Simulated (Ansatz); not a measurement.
# Site preference of N in place of C in C(110) slab, H on the bottom face, stepped (201 atoms): runs compared

At which site of C(110) slab, H on the bottom face, stepped (201 atoms) does N in place of C cost least, and what about the site decides it?

Computed with Ansatz 0.2.0: Kohn-Sham DFT, PBE+D3(BJ), PAW (set soft_2), plane waves.

**1. The cell as built**

The cell holds 201 atoms: 177 C and 24 H. Cell: a = 10.089 Å, b = 10.701 Å, c = 19.718 Å, α = 90.0°, β = 90.0°, γ = 90.0°. It derives from C (diamond-structure). Diamond-structure C (a = 3.567 Å), (110) slab of 8 atomic planes, 4 x 3 surface cells, H on the broken bonds of the bottom face, 10 Å of vacuum; the top repeat layer removed from part of the cell (two steps); displaced by a Gaussian of 0.02 Å. Regions: slab, 177 atoms (177 C); hydrogen, 24 atoms (24 H). Vacuum lies along c.

What the set-up can't give: The main run has no spin polarisation, so any moments at edges, vacancies or dangling bonds can't form in it. Sampling is at Γ alone, for a cell whose shortest periodic width is 10 Å. 60 of the 201 atoms are held fixed where they were built.

**2. The reference run**

The reference is a single point at the end of the relaxation.

Every defect cell starts from the geometry of this run and is relaxed in the fixed cell.

Its input, with most atom lines left out:

```yaml
crystal:
  lattice:
    - [10.089, 0.0, 0.0]
    - [0.0, 10.701, 0.0]
    - [0.0, 0.0, 19.71786]
  atoms:
    - { symbol: C, position: [0.87196, 0.17091, 0.29943] }
    - { symbol: C, position: [0.00066, 0.08152, 0.29845] }
    - { symbol: C, position: [0.99986, 0.00074, 0.3615] }
    - { symbol: C, position: [0.87519, 0.25202, 0.36223] }
    - { symbol: C, position: [0.87451, 0.16757, 0.42609] }
    - { symbol: C, position: [0.99934, 0.0848, 0.42528] }
    - { symbol: C, position: [0.99955, 0.0013, 0.48915] }
    [... atom lines 8 to 201 left out ...]
kpoints:
  mp_grid: { grid: [1, 1, 1] }
hamiltonian:
  xc: pbe
  dispersion: d3bj
scf:
  occupations: { method: fermi_dirac, width: 0.05 }
output:
  forces: true
  populations: true
  dos:
    method: { smearing: { sigma: 0.1 } }
    de: 0.1
    projected:
      site_lists:
        C: [C]
        H: [H]
        hydrogen: [177, 178, 179, 180, 181, 182, 183, 184, 185, 186, 187, 188, 189, 190, 191, 192, 193, 194, 195, 196, 197, 198, 199, 200]
  eigenvalues: true
  write_density: true
  write_potential: true
  volumetric_format: npy
  elf: true
```

```
free energy per atom   : -222.7140 eV/atom
r.m.s. force component : 0.4984 eV/Å
```

Levels near the Fermi energy are neither full nor empty under the smearing, so no gap is quoted.

**3. The runs**

Each row is one run, on 8 threads of Arm Neoverse V1, shared host. The free energy is the program's total, comparable only between runs with the same functional, potentials and atoms.

```tsv
run	atoms	outcome	ionic steps, all passes	free energy (eV)	time	host memory (GiB)
Single point at the start	201	converged	-	-44751.718	22 s	3.1
Relaxation	201	converged	8	-44765.508	2.2 min	3.1
Single point at the relaxed geometry	201	converged	-	-44765.508	49 s	3.2
N on a site of C, site C74	201	converged	8	-44898.844	3.5 min	3.2
N on a site of C, site C147	201	converged	12	-44899.367	5.8 min	3.2
N on a site of C, site C21	201	converged	7	-44897.107	3.4 min	3.2
N on a site of C, site C161	201	converged	7	-44897.889	3.2 min	3.2
N on a site of C, site C172	201	converged	11	-44897.454	5.3 min	3.2
N on a site of C, site C73	201	converged	8	-44897.938	3.6 min	3.2
```

In some runs the program notes that the exchange-correlation potential is rough where the density is thin.

Local excerpt of 14 atoms (numbers count through the whole input) about site C147, the cheapest one, after relaxation; x, y, z are measured from there.

```tsv
atom	x	y	z	distance (Å)	bonds	Fx	Fy	Fz (eV/Å)
N147	0.04	0.10	0.00	0.11	3	-0.01	0.00	0.00
C117	-1.25	-0.65	-0.03	1.41	3	0.00	0.00	0.00
C148	1.30	-0.61	-0.03	1.44	3	0.01	0.00	0.00
C146	0.02	1.05	-1.18	1.58	4	0.00	0.00	0.00
C114	-1.24	-1.57	-1.22	2.34	4	0.00	0.01	0.00
C145	1.29	-1.67	-1.10	2.38	4	0.00	0.00	0.00
C116	-2.41	0.32	0.03	2.43	4	0.01	0.00	0.00
C143	0.04	0.18	-2.47	2.47	4	0.00	0.00	0.00
C174	1.30	1.87	-1.11	2.53	4	0.00	0.00	0.00
C43	2.58	-0.01	0.02	2.58	3	-0.01	0.00	0.00
C159	-1.25	1.98	-1.24	2.65	4	0.00	0.00	0.00
C101	0.00	-2.50	-1.12	2.73	4	0.00	0.00	0.00
C144	1.30	-0.71	-2.44	2.85	4	0.00	0.00	0.01
C113	-1.22	-0.69	-2.49	2.86	4	0.00	0.00	0.01
```

The column of bonds counts only the pairs C-C within 1.85 Å, C-H within 1.34 Å, C-N within 1.79 Å; other neighbours, such as metal atoms beside each other in a compound, aren't counted, and periodic images can show an atom twice.

Atoms held fixed keep their forces.

**4. The sites compared**

All these cells hold the same atoms, so their energies can be compared with no chemical potential.

```tsv
site	neighbours	mean distance (Å)	atoms within 6 Å	energy over the best site (eV)	before relaxation (eV)	gain on relaxing (eV)
C147	C3	1.52	100	0.00	0.00	0.30
C74	C3	1.44	77	0.52	0.32	0.10
C73	C4	1.54	100	1.43	1.38	0.25
C161	C4	1.52	102	1.48	1.32	0.15
C172	C4	1.56	141	1.91	1.84	0.23
C21	C4	1.54	158	2.26	2.06	0.10
```

Neighbours are those of the relaxed host within 1.82 Å (C-C), 1.34 Å (C-H); other pairs aren't counted.

**5. Findings**

The cheapest site is C147 (3 neighbours, C3); the dearest, C21 (4 neighbours, C4), costs 2.3 eV more. By coordination the energies over the best site are 0.00 to 0.52 eV with 3 neighbours and 1.43 to 2.26 eV with 4 neighbours. Sites with the same first shell differ by up to 0.83 eV, from their geometry, farther neighbours or the strain of the held atoms. Relaxation gains 0.10 to 0.30 eV and leaves the best site the same.

**Limits.** Defects are neutral and interact with their images. Held atoms near a site can't respond, which biases energies and gains. Only 6 of the 177 C sites were tried; unless symmetry makes the others alike to these, a cheaper one may exist. The change leaves an odd electron count, and these runs have no spin polarisation. The slab bears a dipole and has periodic images along its normal, so a spurious field crosses the vacuum. 60 atoms were held in place, and force statistics include the forces on them.

The DFT runs together took 28 min of wall time.

[Logs are printed without paths, hosts, clocks, repeated set-up lines and the standing remarks that a program may print on its own settings, such as how far it seeks lower states.]

[Hosts, paths, dates, database ids (printed as entryN), source tags and the programs' standing remarks are cut or masked in the printed files.]
